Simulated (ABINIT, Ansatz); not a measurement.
## YS (Fm-3m): zone-centre phonons

Which modes does YS (Fm-3m) have at the zone centre?

Main program and level: ABINIT 10.8.3; DFT LDA, scalar-relativistic, plane waves, PseudoDojo norm-conserving pseudopotentials.

## Step 1: The starting structure

The structure is cubic, space group Fm-3m (No. 225). Conventional cell: a = 5.417 Å, b = 5.417 Å, c = 5.417 Å, α = 90.00°, β = 90.00°, γ = 90.00°. Nearest to Y lie 6 S at 2.71 Å. Nearest to S lie 6 Y at 2.71 Å. Farther neighbours and most contacts between anions are not listed.

## Step 2: Relaxing the cell and atoms

The harmonic expansion needs vanishing forces, and a free crystal bears no stress, so cell and atoms are brought to rest. Stress is more sensitive to the basis than forces are: the last 3 Ha under the cutoff are smoothed with ecutsm, and the cutoff is raised above that of the later runs.

The starting cell comes from a relaxation made beforehand in Ansatz (LDA, PseudoDojo NC).

relax.abi

```
# relaxation
ionmov 2
optcell 2
dilatmx 1.08
ntime 40
tolmxf 1.0d-05
tolvrs 1.0d-14
prtwf 0
prtden 0
chksymtnons 0

# basis, mesh and filling
ecut 38.0
ecutsm 3.0
ngkpt 10 10 10
nshiftk 1
shiftk 0.0 0.0 0.0
istwfk *1
occopt 7
tsmear 0.01
nband 15
nstep 100
diemac 1000000.0
prtebands 0
prtgsr 0
useylm 1

# cell and atoms
acell 3*1.0 Angstrom
rprim 
    0.0 2.708414847 2.708414847
    2.708414847 0.0 2.708414847
    2.708414847 2.708414847 0.0
ntypat 2
znucl 39 16
natom 2
typat 1 2
xred 
    0.5 0.5 0.5
    0.0 0.0 0.0
pp_dirpath "./pseudo"
pseudos "Y.upf, S.upf"
```

Launch:

```bash
$ OMP_NUM_THREADS=1 mpirun -n 4 abinit relax.abi > relax.log
```

Numbers of over 12 decimals in the logs are rounded to 6 here.

relax.abo, the main output file:

```text
[banners, grids, parts of the stress and lines that vanish by symmetry left out]
- input  file    -> relax.abi
- output file    -> relax.abo
- root for input  files -> relaxi
[...]
Symmetries : space group Fm -3 m (#225); Bravais cF (face-center cubic)
[...]
mpw =        3812          nfft =       91125          nkpt =          47
[...]
== DATASET  1 ==================================================================
[...]
cutoff_energies: {ecut:  38.0, pawecutdg:  -1.0, }
[...]
ETOT  1  -52.048064677096    -5.205E+01 7.341E-02 1.116E+02
 ETOT  2  -52.076941487928    -2.888E-02 1.147E-02 2.566E+01
 ETOT  3  -52.079535070507    -2.594E-03 2.972E-03 4.513E-02
 ETOT  4  -52.079540591716    -5.521E-06 2.760E-03 1.729E-04
 ETOT  5  -52.079540605766    -1.405E-08 1.252E-03 8.461E-06
[...]
At SCF step   10       vres2   =  4.54E-16 < tolvrs=  1.00E-14 =>converged.
[...]
sigma(1 1)= -4.21024555E-06  sigma(3 2)=  0.00000000E+00
  sigma(2 2)= -4.21024555E-06  sigma(3 1)=  0.00000000E+00
  sigma(3 3)= -4.21024555E-06  sigma(2 1)=  0.00000000E+00
[...]
convergence: {deltae:  1.549E-12, res2:  4.543E-16, residm:  6.509E-05, diffor: null, }
etotal    :  -5.20795406E+01
[...]
ETOT  1  -52.079540641826    -5.208E+01 4.787E-05 4.468E-03
[...]
At SCF step    8       vres2   =  1.15E-15 < tolvrs=  1.00E-14 =>converged.
[...]
sigma(1 1)= -2.78955516E-06  sigma(3 2)=  0.00000000E+00
  sigma(2 2)= -2.78955516E-06  sigma(3 1)=  0.00000000E+00
  sigma(3 3)= -2.78955516E-06  sigma(2 1)=  0.00000000E+00
[...]
convergence: {deltae: -2.274E-12, res2:  1.146E-15, residm:  1.979E-05, diffor: null, }
etotal    :  -5.20795410E+01
[...]
ETOT  1  -52.079540003282    -5.208E+01 1.620E-05 1.727E-02
[...]
ETOT  7  -52.079541240453     1.897E-12 4.547E-06 1.084E-12
 ETOT  8  -52.079541240455    -1.833E-12 6.257E-06 4.386E-15
 At SCF step    8       vres2   =  4.39E-15 < tolvrs=  1.00E-14 =>converged.
[...]
sigma(1 1)= -4.18398545E-09  sigma(3 2)=  0.00000000E+00
  sigma(2 2)= -4.18398545E-09  sigma(3 1)=  0.00000000E+00
  sigma(3 3)= -4.18398545E-09  sigma(2 1)=  0.00000000E+00
[...]
convergence: {deltae: -1.833E-12, res2:  4.386E-15, residm:  6.257E-06, diffor: null, }
etotal    :  -5.20795412E+01
[...]
At Broyd/MD step   3, gradients are converged :
[...]
sigma(1 1)= -4.18398545E-09  sigma(3 2)=  0.00000000E+00
  sigma(2 2)= -4.18398545E-09  sigma(3 1)=  0.00000000E+00
  sigma(3 3)= -4.18398545E-09  sigma(2 1)=  0.00000000E+00
[...]
- sigma(1 1)= -1.23097102E-04  sigma(3 2)=  0.00000000E+00
- sigma(2 2)= -1.23097102E-04  sigma(3 1)=  0.00000000E+00
- sigma(3 3)= -1.23097102E-04  sigma(2 1)=  0.00000000E+00
[...]
fcart     -0.0000000000E+00 -0.0000000000E+00 -0.0000000000E+00
           strten     -4.1839854472E-09 -4.1839854454E-09 -4.1839854463E-09
================================================================================

[key lines of the parts left out:]
pressure_GPa:   1.2310E-04
Total energy (etotal) [Ha]= -5.20795412404546E+01
```

Run time: 2 min. Hardware: 4 MPI ranks of Arm Neoverse N1, shared host; 7.9 min of CPU time.

Little changed from the start: no atom moved by 0.005 Å and no cell edge by 0.1 %.

Numbers from this step:

| Property | Result |
| --- | --- |
| volume per atom | 19.89 Å³ |
| pressure | 1.23e-4 GPa |
| gap on the k-mesh | 0 eV |

## Step 3: Ground state

The response is built on these wavefunctions, so the potential is converged far more tightly than an energy would need. Occupations are smeared.

gs.abi

```
# ground state
tolvrs 1.0d-16
prtden 1
prtwf 1

# basis, mesh and filling
ecut 30.0
ngkpt 12 12 12
nshiftk 1
shiftk 0.0 0.0 0.0
istwfk *1
occopt 7
tsmear 0.01
nband 15
nstep 100
diemac 1000000.0
prtebands 0
prtgsr 0
useylm 1

# cell and atoms
acell 3*1.0 Angstrom
rprim 
    0.0 2.709429403 2.709429403
    2.709429403 0.0 2.709429403
    2.709429403 2.709429403 0.0
ntypat 2
znucl 39 16
natom 2
typat 1 2
xred 
    0.5 0.5 0.5
    0.0 0.0 0.0
pp_dirpath "./pseudo"
pseudos "Y.upf, S.upf"
```

Launch:

```bash
$ OMP_NUM_THREADS=1 mpirun -n 4 abinit gs.abi > gs.log
```

gs.abo, the main output file:

```text
[banners, grids, parts of the stress and lines that vanish by symmetry left out]
- input  file    -> gs.abi
- output file    -> gs.abo
- root for input  files -> gsi
[...]
Symmetries : space group Fm -3 m (#225); Bravais cF (face-center cubic)
[...]
mpw =        2148          nfft =       46656          nkpt =          72
[...]
== DATASET  1 ==================================================================
[...]
cutoff_energies: {ecut:  30.0, pawecutdg:  -1.0, }
[...]
ETOT  1  -52.048660145400    -5.205E+01 1.041E-01 5.790E+01
 ETOT  2  -52.076655493883    -2.800E-02 1.187E-02 1.332E+01
 ETOT  3  -52.079251480212    -2.596E-03 2.562E-03 2.075E-02
 ETOT  4  -52.079257078913    -5.599E-06 2.474E-03 1.041E-04
 ETOT  5  -52.079257101945    -2.303E-08 9.567E-04 9.122E-06
[...]
ETOT  9  -52.079257103378    -6.466E-13 2.628E-04 2.477E-14
 ETOT 10  -52.079257103376     2.338E-12 1.889E-04 4.651E-17
 At SCF step   10       vres2   =  4.65E-17 < tolvrs=  1.00E-16 =>converged.
[...]
sigma(1 1)=  1.86214477E-05  sigma(3 2)=  0.00000000E+00
  sigma(2 2)=  1.86214477E-05  sigma(3 1)=  0.00000000E+00
  sigma(3 3)=  1.86214477E-05  sigma(2 1)=  0.00000000E+00
[...]
convergence: {deltae:  2.338E-12, res2:  4.651E-17, residm:  1.889E-04, diffor: null, }
etotal    :  -5.20792571E+01
[...]
sigma(1 1)=  1.86214477E-05  sigma(3 2)=  0.00000000E+00
  sigma(2 2)=  1.86214477E-05  sigma(3 1)=  0.00000000E+00
  sigma(3 3)=  1.86214477E-05  sigma(2 1)=  0.00000000E+00
[...]
- sigma(1 1)=  5.47861906E-01  sigma(3 2)=  0.00000000E+00
- sigma(2 2)=  5.47861906E-01  sigma(3 1)=  0.00000000E+00
- sigma(3 3)=  5.47861906E-01  sigma(2 1)=  0.00000000E+00
[...]
fcart     -0.0000000000E+00 -0.0000000000E+00 -0.0000000000E+00
           strten      1.8621447694E-05  1.8621447694E-05  1.8621447694E-05
================================================================================

[key lines of the parts left out:]
pressure_GPa:  -5.4786E-01
```

Elapsed: 33 s, on 4 MPI ranks.

Numbers from this step:

| Property | Result |
| --- | --- |
| pressure | -0.5479 GPa |

The cell stands at -0.55 GPa: the relaxation ran with a smoothed and higher cutoff and on another k mesh.

## Step 4: Linear response at Γ

At q = 0 one unit cell holds all displacements. The response is solved for single atoms along the cell's directions, and symmetry skips those that follow from others. The crystal is treated as a metal, which screens a static field, so no field response is asked.

dfpt_gamma.abi

```

# common to the responses
getwfk_filepath "gso_WFK"
kptopt 2
nqpt 1
qpt 0.0 0.0 0.0
asr 0
chneut 0

# displacements
rfphon 1
rfatpol 1 2
rfdir 1 1 1
tolvrs 1.0d-10
prtwf 0

# basis, mesh and filling
ecut 30.0
ngkpt 12 12 12
nshiftk 1
shiftk 0.0 0.0 0.0
istwfk *1
occopt 7
tsmear 0.01
nband 15
nstep 100
diemac 1000000.0
prtebands 0
prtgsr 0
useylm 1

# cell and atoms
acell 3*1.0 Angstrom
rprim 
    0.0 2.709429403 2.709429403
    2.709429403 0.0 2.709429403
    2.709429403 2.709429403 0.0
ntypat 2
znucl 39 16
natom 2
typat 1 2
xred 
    0.5 0.5 0.5
    0.0 0.0 0.0
pp_dirpath "./pseudo"
pseudos "Y.upf, S.upf"
```

Launch:

```bash
$ OMP_NUM_THREADS=1 mpirun -n 4 abinit dfpt_gamma.abi > dfpt_gamma.log
```

dfpt_gamma.abo, the main output file:

```text
[banners, grids, parts of the stress and lines that vanish by symmetry left out]
- input  file    -> dfpt_gamma.abi
- output file    -> dfpt_gamma.abo
- root for input  files -> dfpt_gammai
- root for output files -> dfpt_gammao

 Symmetries : space group Fm -3 m (#225); Bravais cF (face-center cubic)
================================================================================
 Values of the parameters that define the memory need of the present run (RF).
     intxc =       0      iscf =       7    lmnmax =      18     lnmax =       6
     mgfft =      36  mpssoang =       3    mqgrid =    3001     natom =       2
  nloc_mem =       1    nspden =       1   nspinor =       1    nsppol =       1
      nsym =      48    n1xccc =    2501    ntypat =       2    occopt =       7
   xclevel =       1
-    mband =          15        mffmem =           1         mkmem =         217
-   mkqmem =         217        mk1mem =         217           mpw =        2148
      nfft =       46656          nkpt =         868
- my_mband =          15
================================================================================
================================================================================

--------------------------------------------------------------------------------
------------- Echo of variables that govern the present computation ------------
--------------------------------------------------------------------------------
-
- outvars: echo of selected default values
-   iomode0 =  0 , fftalg0 =312 , wfoptalg0 =  0
-
- outvars: echo of global parameters not present in the input file
-  max_nthreads =    1
-
 -outvars: echo values of preprocessed input variables
 [... echo left out ...]
================================================================================

 chkinp: Checking input parameters for consistency.

[...]
== DATASET  1 ==================================================================
-   mpi_nproc: 4, omp_nthreads: 1 (-1 if OMP is not activated)

--- !DatasetInfo
iteration_state: {dtset: 1, }
dimensions: {natom: 2, nkpt: 868, mband: 15, nsppol: 1, nspinor: 1, nspden: 1, mpw: 2148, }
cutoff_energies: {ecut:  30.0, pawecutdg:  -1.0, }
electrons: {nelect:   1.70000000E+01, charge:   0.00000000E+00, occopt:   7.00000000E+00, tsmear:   1.00000000E-02, }
meta: {optdriver: 1, rfphon: 1, }
...

 mkfilename: getwfk from: gso_WFK

 Real(R)+Recip(G) space primitive vectors, cartesian coordinates (Bohr,Bohr^-1):
 R(1)=  0.0000000  5.1200795  5.1200795  G(1)= -0.0976547  0.0976547  0.0976547
 R(2)=  5.1200795  0.0000000  5.1200795  G(2)=  0.0976547 -0.0976547  0.0976547
 R(3)=  5.1200795  5.1200795  0.0000000  G(3)=  0.0976547  0.0976547 -0.0976547
 Unit cell volume ucvol=  2.6844797E+02 bohr^3
 Angles (23,13,12)=  6.00000000E+01  6.00000000E+01  6.00000000E+01 degrees
 setup1 : take into account q-point for computing boxcut.

 getcut: wavevector=  0.0000  0.0000  0.0000  ngfft=  36  36  36
         ecut(hartree)=     30.000   => boxcut(ratio)=   2.01644

--- Pseudopotential description ------------------------------------------------
- pspini: atom type   1  psp file is ./pseudo/Y.upf

- pspini: atom type   2  psp file is ./pseudo/S.upf

   4.61356209E+02                                ecore*ucvol(ha*bohr**3)
--------------------------------------------------------------------------------

 ==>  initialize data related to q vector <==

 The list of irreducible perturbations for this q vector is:
    1)    idir= 1    ipert=   1
    2)    idir= 1    ipert=   2

[...]
The perturbation idir=   2  ipert=   1 is
 symmetric of a previously calculated perturbation.
 So, its SCF calculation is not needed.

 The perturbation idir=   3  ipert=   1 is
 symmetric of a previously calculated perturbation.
 So, its SCF calculation is not needed.

 The perturbation idir=   2  ipert=   2 is
 symmetric of a previously calculated perturbation.
 So, its SCF calculation is not needed.

 The perturbation idir=   3  ipert=   2 is
 symmetric of a previously calculated perturbation.
 So, its SCF calculation is not needed.

--------------------------------------------------------------------------------
 Perturbation wavevector (in red.coord.)   0.000000  0.000000  0.000000
 Perturbation : displacement of atom   1   along direction   1
 Found     4 symmetries that leave the perturbation invariant.

[...]
dfpt_looppert : total number of electrons, from k and k+q
  fully or partially occupied states are    1.700000E+01 and    1.700000E+01.
 Initialisation of the first-order wave-functions :
  ireadwf=   0

--- !BeginCycle
iteration_state: {dtset: 1, }
solver: {iscf: 7, nstep: 100, nline: 4, wfoptalg: 0, }
tolerances: {tolvrs: 1.00E-10, }
...

     iter   2DEtotal(Ha)        deltaE(Ha) residm    vres2
-ETOT  1   5.143103     -1.741E+03 7.135E+00 7.069E+02
 ETOT  2   4.428375     -7.147E-01 1.337E+00 4.010E+01
 ETOT  3   4.407735     -2.064E-02 2.957E-01 1.056E+00
 ETOT  4   4.407425     -3.098E-04 7.632E-02 1.043E-02
 ETOT  5   4.407419     -6.435E-06 4.384E-02 3.851E-04
[...]
At SCF step    9       vres2   =  5.34E-12 < tolvrs=  1.00E-10 =>converged.
[...]
Mean square residual over all n,k,spin=   36.052E-08; max=  95.446E-05

 Thirteen components of 2nd-order total energy (hartree) are
 1,2,3: 0th-order hamiltonian combined with 1st-order wavefunctions
     kin0=   1.18583318E+03 eigvalue=   1.34621018E+02  local=  -8.69864398E+02
 4,5,6: 1st-order hamiltonian combined with 1st and 0th-order wfs
 loc psp =  -1.66001884E+03  Hartree=   4.46132287E+02     xc=  -1.08542188E+02
 note that "loc psp" includes a xc core correction that could be resolved
 7,8,9: eventually, occupation + non-local contributions
    edocc=   2.39922579E+02     enl0=   7.13629975E+02   enl1=  -1.82344608E+03
 1-9 gives the relaxation energy (to be shifted if some occ is /=2.0)
   erelax=  -1.74173246E+03
 10,11,12 Non-relaxation  contributions : frozen-wavefunctions and Ewald
 fr.local=   7.90048871E+02 fr.nonlo=   9.12702735E+02  Ewald=   5.39952850E+01
 13,14 Frozen wf xc core corrections (1) and (2)
 frxc 1  =  -1.07201644E+02  frxc 2 =   9.65946284E+01
 Resulting in :
 2DEtotal=    0.4407418328E+01 Ha. Also 2DEtotal=    0.119931962472E+03 eV
    (2DErelax=   -1.7417324572E+03 Ha. 2DEnonrelax=    1.7461398756E+03 Ha)
    (  non-var. 2DEtotal :    4.4074190695E+00 Ha)

[...]
Perturbation wavevector (in red.coord.)   0.000000  0.000000  0.000000
 Perturbation : displacement of atom   2   along direction   1
 Found     4 symmetries that leave the perturbation invariant.

--------------------------------------------------------------------------------

--------------------------------------------------------------------------------

 dfpt_looppert : total number of electrons, from k and k+q
  fully or partially occupied states are    1.700000E+01 and    1.700000E+01.
 Initialisation of the first-order wave-functions :
  ireadwf=   0

--- !BeginCycle
iteration_state: {dtset: 1, }
solver: {iscf: 7, nstep: 100, nline: 4, wfoptalg: 0, }
tolerances: {tolvrs: 1.00E-10, }
...

     iter   2DEtotal(Ha)        deltaE(Ha) residm    vres2
-ETOT  1   5.101852     -3.689E+02 5.104E+00 1.671E+03
[...]
ETOT  8   4.410889     -1.074E-11 3.002E-04 2.731E-10
 ETOT  9   4.410889     -6.366E-12 4.947E-04 5.517E-12

 At SCF step    9       vres2   =  5.52E-12 < tolvrs=  1.00E-10 =>converged.
[...]
Mean square residual over all n,k,spin=   24.147E-08; max=  49.473E-05

 Thirteen components of 2nd-order total energy (hartree) are
 1,2,3: 0th-order hamiltonian combined with 1st-order wavefunctions
     kin0=   3.22983376E+02 eigvalue=  -1.51771276E+01  local=  -2.14987546E+02
 4,5,6: 1st-order hamiltonian combined with 1st and 0th-order wfs
 loc psp =  -2.56229703E+02  Hartree=   9.16922654E+01     xc=  -2.70681708E+01
 note that "loc psp" includes a xc core correction that could be resolved
 7,8,9: eventually, occupation + non-local contributions
    edocc=   2.76906590E+01     enl0=   1.84442860E+02   enl1=  -4.82922928E+02
 1-9 gives the relaxation energy (to be shifted if some occ is /=2.0)
   erelax=  -3.69576315E+02
 10,11,12 Non-relaxation  contributions : frozen-wavefunctions and Ewald
 fr.local=   8.02744714E+01 fr.nonlo=   2.47666091E+02  Ewald=   5.39952850E+01
 13,14 Frozen wf xc core corrections (1) and (2)
 frxc 1  =  -4.34006580E+01  frxc 2 =   3.54520140E+01
 Resulting in :
 2DEtotal=    0.4410888569E+01 Ha. Also 2DEtotal=    0.120026392550E+03 eV
    (2DErelax=   -3.6957631507E+02 Ha. 2DEnonrelax=    3.7398720364E+02 Ha)
    (  non-var. 2DEtotal :    4.4108883160E+00 Ha)

[...]
---- first-order wavefunction calculations are completed ----

 ==> Compute Derivative Database <==

 [... matrices left out ...]
  Phonon wavevector (reduced coordinates) :  0.00000  0.00000  0.00000
 Phonon energies in Hartree :
  -2.524836E-05 -2.524836E-05 -2.524836E-05  1.399495E-03  1.399495E-03
   1.399495E-03
 Phonon frequencies in cm-1    :
- -5.541375E+00 -5.541375E+00 -5.541375E+00  3.071536E+02  3.071536E+02
-  3.071536E+02

== END DATASET(S) ==============================================================
================================================================================

 -outvars: echo values of variables after computation
            acell      1.8897261259E+00  1.8897261259E+00  1.8897261259E+00 Bohr
           etotal      4.4108885694E+00
            fcart      0.0000000000E+00  0.0000000000E+00  0.0000000000E+00
           strten      0.0000000000E+00  0.0000000000E+00  0.0000000000E+00
================================================================================
```

Elapsed: 3.7 min, on 4 MPI ranks; 15 min of CPU time.

Read from the output:

```
largest acoustic frequency at the zone centre before the sum rule : -5.54 cm⁻¹
highest optical zone-centre mode (no LO-TO term)                  : 307.1 cm⁻¹
lowest optical zone-centre mode                                   : 307.1 cm⁻¹
```

The acoustic modes at Γ come out as far as 5.5 cm⁻¹ from zero, where they should vanish, a small numerical error.

[end of part 1 of 2]

[Host names and launcher messages were left out of these logs when they were recorded.]

[Logs are printed without paths, hosts, clocks, repeated set-up lines and the standing remarks that a program may print on its own settings, such as how far it seeks lower states.]

[Hosts, paths, dates, database ids (printed as entryN), source tags and the programs' standing remarks are cut or masked in the printed files.]
